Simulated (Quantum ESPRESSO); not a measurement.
# C, zinc blende or diamond type, strained in the (001) plane, stepped through biaxial strain in the plane, part 2 of 6

Aim: how the results for C, zinc blende or diamond type, strained in the (001) plane change with biaxial strain in the plane.

Quantum ESPRESSO 7.5; plane-wave DFT, PBE, GBRV ultrasoft pseudopotentials.

So far. Step 2 (Relaxing cell and ions of the reference):  The last row is no step: it is a fresh SCF in the final cell with a new plane-wave basis, -0 meV from the row before.

## (3) Relaxing cell and ions, -4 %

What the set-up leaves free in this member is relaxed.

The input, m0.relax.in:

```
&control
  prefix = 'm0.relax'
  outdir = './out'
  pseudo_dir = './pseudo'
  nstep = 40
  forc_conv_thr = 0.001
  calculation = 'vc-relax'
/
&system
  ibrav = 0
  nat = 4
  ntyp = 1
  ecutwfc = 50
  ecutrho = 250
  occupations = 'fixed'
/
&electrons
  conv_thr = 1e-10
  mixing_beta = 0.6
  electron_maxstep = 120
/
&ions
/
&cell
  cell_dofree = 'z'
  press_conv_thr = 0.3
/
ATOMIC_SPECIES
  C   12.0110  c_pbe_v1.2.uspp.F.UPF
CELL_PARAMETERS angstrom
  2.42444155296000 0.00000000000000 0.00000000000000
  0.00000000000000 2.42444155296000 0.00000000000000
  0.00000000000000 0.00000000000000 3.57152940200000
ATOMIC_POSITIONS crystal
  C   0.000000000000 0.000000000000 0.000000000000
  C   0.500000000000 0.000000000000 0.250000011900
  C   0.500000000000 0.500000000000 0.500000000000
  C   0.000000000000 0.500000000000 0.749999988100
K_POINTS automatic
  10 10 8 0 0 0
```

The run is started by

```sh
$ OMP_NUM_THREADS=1 mpirun -n 4 pw.x -nk 4 -in m0.relax.in > m0.relax.out
```

The log of the run:

```text
[banner, memory and clock lines left out]
Program PWSCF v.7.5 starts
[citation notice left out]

[...]
Message from routine setup:
[...]
bravais-lattice index     =            0
     lattice parameter (alat)  =       4.5815  a.u.
     unit-cell volume          =     141.6688 (a.u.)^3
     number of atoms/cell      =            4
     number of atomic types    =            1
     number of electrons       =        16.00
     number of Kohn-Sham states=            8
     kinetic-energy cutoff     =      50.0000  Ry
     charge density cutoff     =     250.0000  Ry
     scf convergence threshold =      1.0E-10
     mixing beta               =       0.6000
     number of iterations used =            8  plain     mixing
     energy convergence thresh.=      1.0E-04
     force convergence thresh. =      1.0E-03
     press convergence thresh. =      3.0E-01
     Exchange-correlation= SLA  PW   PBE  PBE
                           (   1   4   3   4   0   0   0)
     nstep                     =           40

[...]
PseudoPot. # 1 for C  read from file:
     ./pseudo/c_pbe_v1.2.uspp.F.UPF
     Pseudo is Ultrasoft + core correction, Zval =  4.0
     Generated by new atomic code, or converted to UPF format
     Using radial grid of  721 points,  4 beta functions with:
                l(1) =   0
                l(2) =   0
                l(3) =   1
                l(4) =   1
     Q(r) pseudized with  8 coefficients,  rinner =    1.100   1.100   1.100

     atomic species   valence    mass     pseudopotential
     C                 4.00    12.01100     C ( 1.00)

      8 Sym. Ops. (no inversion) found

[...]
number of k points=   105

     Number of k-points >= 100: set verbosity='high' to print them.

     Dense  grid:     9509 G-vectors     FFT dimensions: (  24,  24,  36)

     Smooth grid:     6763 G-vectors     FFT dimensions: (  24,  24,  32)

     Initial potential from superposition of free atoms

     starting charge      15.9998, renormalised to      16.0000
     Starting wfcs are   16 randomized atomic wfcs

     per-process dynamical memory:    13.0 Mb

     Self-consistent Calculation

     iteration #  1     ecut=    50.00 Ry     beta= 0.60
     Davidson diagonalization with overlap
     ethr =  1.00E-02,  avg # of iterations =  2.0

     total energy              =     -45.89406228 Ry
     estimated scf accuracy    <       0.27067954 Ry

     iteration #  2     ecut=    50.00 Ry     beta= 0.60
[...]
total energy              =     -45.89969895 Ry
     estimated scf accuracy    <       0.01971022 Ry

     iteration #  3     ecut=    50.00 Ry     beta= 0.60
[...]
total energy              =     -45.90213501 Ry
     estimated scf accuracy    <       0.00015528 Ry

     iteration #  4     ecut=    50.00 Ry     beta= 0.60
[...]
total energy              =     -45.90220885 Ry
     estimated scf accuracy    <       0.00000478 Ry

     iteration #  5     ecut=    50.00 Ry     beta= 0.60
[...]
total energy              =     -45.90221171 Ry
     estimated scf accuracy    <       0.00000012 Ry

     iteration #  6     ecut=    50.00 Ry     beta= 0.60
[...]
total energy              =     -45.90221178 Ry
     estimated scf accuracy    <       0.00000002 Ry

     iteration #  7     ecut=    50.00 Ry     beta= 0.60
[...]
total energy              =     -45.90221178 Ry
     estimated scf accuracy    <          1.3E-10 Ry

     iteration #  8     ecut=    50.00 Ry     beta= 0.60
[...]
End of self-consistent calculation

     Number of k-points >= 100: set verbosity='high' to print the bands.

     highest occupied level (ev):    15.0182

!    total energy              =     -45.90221178 Ry
     estimated scf accuracy    <          2.9E-11 Ry

     The total energy is the sum of the following terms:
     one-electron contribution =      17.90233954 Ry
     hartree contribution      =       3.70095650 Ry
     xc contribution           =     -15.00224668 Ry
     ewald contribution        =     -52.50326115 Ry

     convergence has been achieved in   8 iterations

     Forces acting on atoms (cartesian axes, Ry/au):

     atom    1 type  1   force =     0.00000000    0.00000000    0.00000000
     atom    2 type  1   force =     0.00000000    0.00000000   -0.00000008
     atom    3 type  1   force =     0.00000000    0.00000000    0.00000000
     atom    4 type  1   force =     0.00000000    0.00000000    0.00000008

     Total force =     0.000000     Total SCF correction =     0.000001
     SCF correction compared to forces is large: reduce conv_thr to get better values

     Computing stress (Cartesian axis) and pressure

          total   stress  (Ry/bohr**3)                   (kbar)     P=      410.09
   0.00376151  -0.00000000   0.00000000          553.34       -0.00        0.00
  -0.00000000   0.00376151   0.00000000           -0.00      553.34        0.00
   0.00000000   0.00000000   0.00084026            0.00        0.00      123.61

     BFGS Geometry Optimization
     Energy error            =      2.5E-03 Ry
     Gradient error          =      8.3E-08 Ry/Bohr
     Cell gradient error     =      1.2E+02 kbar

     number of scf cycles    =   1
     number of bfgs steps    =   0

     enthalpy           new  =     -45.9022117850 Ry

     new trust radius        =       0.0500058965 bohr
     new conv_thr            =            1.0E-10 Ry

     new unit-cell volume =    144.64479 a.u.^3 (    21.43415 Ang^3 )
     density =      3.72205 g/cm^3

CELL_PARAMETERS (angstrom)
   2.424441553   0.000000000   0.000000000
   0.000000000   2.424441553   0.000000000
   0.000000000   0.000000000   3.646554802

ATOMIC_POSITIONS (crystal)
C                0.0000000000        0.0000000000        0.0000000000
C                0.5000000000        0.0000000000        0.2499999996
C                0.5000000000        0.5000000000        0.5000000000
C                0.0000000000        0.5000000000        0.7500000004

[...]
NEW-OLD atomic charge density approx. for the potential
     New effective cutoffs (rho, wfc):  248.40   49.99

     per-process dynamical memory:    14.3 Mb

[...]
!    total energy              =     -45.90204774 Ry
[...]
Total force =     0.000000     Total SCF correction =     0.000000
[...]
number of bfgs steps    =   1
[...]
new trust radius        =       0.0232210687 bohr
[...]
!    total energy              =     -45.90279253 Ry
[...]
Total force =     0.000000     Total SCF correction =     0.000000
[...]
number of bfgs steps    =   1
[...]
new trust radius        =       0.0001284248 bohr
[...]
!    total energy              =     -45.90279255 Ry
[...]
Total force =     0.000000     Total SCF correction =     0.000000
[...]
Self-consistent Calculation

     iteration #  1     ecut=    50.00 Ry     beta= 0.60
     Davidson diagonalization with overlap
     ethr =  1.00E-06,  avg # of iterations =  5.9

     total energy              =     -45.89178429 Ry
     estimated scf accuracy    <       0.27230378 Ry

[...]
iteration #  9     ecut=    50.00 Ry     beta= 0.60
[...]
End of self-consistent calculation

     Number of k-points >= 100: set verbosity='high' to print the bands.

     highest occupied level (ev):    14.8887

!    total energy              =     -45.90280173 Ry
     estimated scf accuracy    <          6.4E-13 Ry

     The total energy is the sum of the following terms:
     one-electron contribution =      17.68958074 Ry
     hartree contribution      =       3.71514140 Ry
     xc contribution           =     -14.96760639 Ry
     ewald contribution        =     -52.33991749 Ry

     convergence has been achieved in   9 iterations

     Forces acting on atoms (cartesian axes, Ry/au):

     atom    1 type  1   force =     0.00000000    0.00000000    0.00000000
     atom    2 type  1   force =     0.00000000    0.00000000    0.00000003
     atom    3 type  1   force =     0.00000000    0.00000000    0.00000000
     atom    4 type  1   force =     0.00000000    0.00000000   -0.00000003

     Total force =     0.000000     Total SCF correction =     0.000000
     SCF correction compared to forces is large: reduce conv_thr to get better values

     Computing stress (Cartesian axis) and pressure

          total   stress  (Ry/bohr**3)                   (kbar)     P=      354.95
   0.00361858  -0.00000000   0.00000000          532.31       -0.00        0.00
  -0.00000000   0.00361858   0.00000000           -0.00      532.31        0.00
   0.00000000   0.00000000   0.00000158            0.00        0.00        0.23

[...]
```

Elapsed: 16 s, on 4 MPI ranks of Intel Xeon Platinum 8259CL at 2.50GHz (Skylake/Cascade Lake), shared host; peak memory 0.23 GiB; 63 s of CPU time.

Step by step:

```
step  energy less that of the first step (eV)  largest force (eV/Å)  volume (Å³)
   1                                   0.0000                0.0000        20.99
   2                                   0.0022                0.0000        21.43
   3                                  -0.0079                0.0000        21.20
   4                                  -0.0079                0.0000        21.20
   5                                  -0.0080                0.0000        21.20
```

```
conventional cell, symmetrised  before  after  change
                         a (Å)   2.424  2.424  +0.0 %
                         b (Å)   2.424  2.424  +0.0 %
                         c (Å)   3.572  3.607  +1.0 %
              volume (Å³/atom)    5.25   5.30  +1.0 %
```

 The last row is no step: it is a fresh SCF in the final cell with a new plane-wave basis, -0 meV from the row before.

Read from the output:

* free energy: -624.5394 eV
* valence top, on the run's zero: 14.89 eV

## (4) SCF with pw.x, -4 %

The self-consistent run of this member.

The input, m0.scf.in:

```
&control
  prefix = 'm0.scf'
  outdir = './out'
  pseudo_dir = './pseudo'
  calculation = 'scf'
  tprnfor = .true.
/
&system
  ibrav = 0
  nat = 4
  ntyp = 1
  ecutwfc = 40
  ecutrho = 200
  occupations = 'fixed'
  nbnd = 12
/
&electrons
  conv_thr = 1e-09
  mixing_beta = 0.6
  electron_maxstep = 120
/
ATOMIC_SPECIES
  C   12.0110  c_pbe_v1.2.uspp.F.UPF
CELL_PARAMETERS angstrom
  2.42444155300000 0.00000000000000 0.00000000000000
  0.00000000000000 2.42444155300000 0.00000000000000
  0.00000000000000 0.00000000000000 3.60653909000000
ATOMIC_POSITIONS crystal
  C   0.000000000000 0.000000000000 0.000000000000
  C   0.500000000000 0.000000000000 0.249999997200
  C   0.500000000000 0.500000000000 0.500000000000
  C   0.000000000000 0.500000000000 0.750000002800
K_POINTS automatic
  10 10 8 0 0 0
```

The run is started by

```sh
$ OMP_NUM_THREADS=1 mpirun -n 4 pw.x -nk 4 -in m0.scf.in > m0.scf.out
```

The log of the run:

```text
[banner, memory and clock lines left out]
Program PWSCF v.7.5 starts
[citation notice left out]

[...]
Message from routine setup:
[...]
bravais-lattice index     =            0
     lattice parameter (alat)  =       4.5815  a.u.
     unit-cell volume          =     143.0575 (a.u.)^3
     number of atoms/cell      =            4
     number of atomic types    =            1
     number of electrons       =        16.00
     number of Kohn-Sham states=           12
     kinetic-energy cutoff     =      40.0000  Ry
     charge density cutoff     =     200.0000  Ry
     scf convergence threshold =      1.0E-09
     mixing beta               =       0.6000
     number of iterations used =            8  plain     mixing
     Exchange-correlation= SLA  PW   PBE  PBE
                           (   1   4   3   4   0   0   0)

[...]
PseudoPot. # 1 for C  read from file:
     ./pseudo/c_pbe_v1.2.uspp.F.UPF
     Pseudo is Ultrasoft + core correction, Zval =  4.0
     Generated by new atomic code, or converted to UPF format
     Using radial grid of  721 points,  4 beta functions with:
                l(1) =   0
                l(2) =   0
                l(3) =   1
                l(4) =   1
     Q(r) pseudized with  8 coefficients,  rinner =    1.100   1.100   1.100

     atomic species   valence    mass     pseudopotential
     C                 4.00    12.01100     C ( 1.00)

      8 Sym. Ops. (no inversion) found

[...]
number of k points=   105

     Number of k-points >= 100: set verbosity='high' to print them.

     Dense  grid:     6867 G-vectors     FFT dimensions: (  24,  24,  32)

     Smooth grid:     4855 G-vectors     FFT dimensions: (  20,  20,  27)

     Initial potential from superposition of free atoms

     starting charge      15.9998, renormalised to      16.0000
     Starting wfcs are   16 randomized atomic wfcs

     per-process dynamical memory:    11.8 Mb

     Self-consistent Calculation

     iteration #  1     ecut=    40.00 Ry     beta= 0.60
     Davidson diagonalization with overlap
     ethr =  1.00E-02,  avg # of iterations =  2.9

     total energy              =     -45.89340366 Ry
     estimated scf accuracy    <       0.26507141 Ry

     iteration #  2     ecut=    40.00 Ry     beta= 0.60
[...]
total energy              =     -45.89956579 Ry
     estimated scf accuracy    <       0.01872971 Ry

     iteration #  3     ecut=    40.00 Ry     beta= 0.60
[...]
total energy              =     -45.90150783 Ry
     estimated scf accuracy    <       0.00016581 Ry

     iteration #  4     ecut=    40.00 Ry     beta= 0.60
[...]
total energy              =     -45.90154647 Ry
     estimated scf accuracy    <       0.00000451 Ry

     iteration #  5     ecut=    40.00 Ry     beta= 0.60
[...]
total energy              =     -45.90154743 Ry
     estimated scf accuracy    <       0.00000007 Ry

     iteration #  6     ecut=    40.00 Ry     beta= 0.60
[...]
total energy              =     -45.90154746 Ry
     estimated scf accuracy    <          5.7E-09 Ry

     iteration #  7     ecut=    40.00 Ry     beta= 0.60
[...]
End of self-consistent calculation

     Number of k-points >= 100: set verbosity='high' to print the bands.

     highest occupied, lowest unoccupied level (ev):    14.8909   18.5414

!    total energy              =     -45.90154746 Ry
     estimated scf accuracy    <          2.6E-10 Ry

     The total energy is the sum of the following terms:
     one-electron contribution =      17.69114177 Ry
     hartree contribution      =       3.71449429 Ry
     xc contribution           =     -14.96726599 Ry
     ewald contribution        =     -52.33991754 Ry

     convergence has been achieved in   7 iterations

     Forces acting on atoms (cartesian axes, Ry/au):

     atom    1 type  1   force =     0.00000000    0.00000000    0.00000000
     atom    2 type  1   force =     0.00000000    0.00000000   -0.00000088
     atom    3 type  1   force =     0.00000000    0.00000000    0.00000000
     atom    4 type  1   force =     0.00000000    0.00000000    0.00000088

     Total force =     0.000001     Total SCF correction =     0.000004
     SCF correction compared to forces is large: reduce conv_thr to get better values

[...]
```

Elapsed: 4.2 s, on 4 MPI ranks; peak memory 0.22 GiB.

This step gave:

```
free energy                          : -624.5224 eV
conduction bottom, on the run's zero : 18.54 eV
gap by band count                    : 3.651 eV
```

(Part 2 of 6 ends here.)

[Logs are printed without paths, hosts, clocks, repeated set-up lines and the standing remarks that a program may print on its own settings, such as how far it seeks lower states.]

[Hosts, paths, dates, database ids (printed as entryN), source tags and the programs' standing remarks are cut or masked in the printed files.]

[Maps of the electrostatic potential energy from Ansatz leave out the sawtooth potential of an applied field or a dipole correction, so their vacuum need not be flat; planar profiles and work functions include it.]
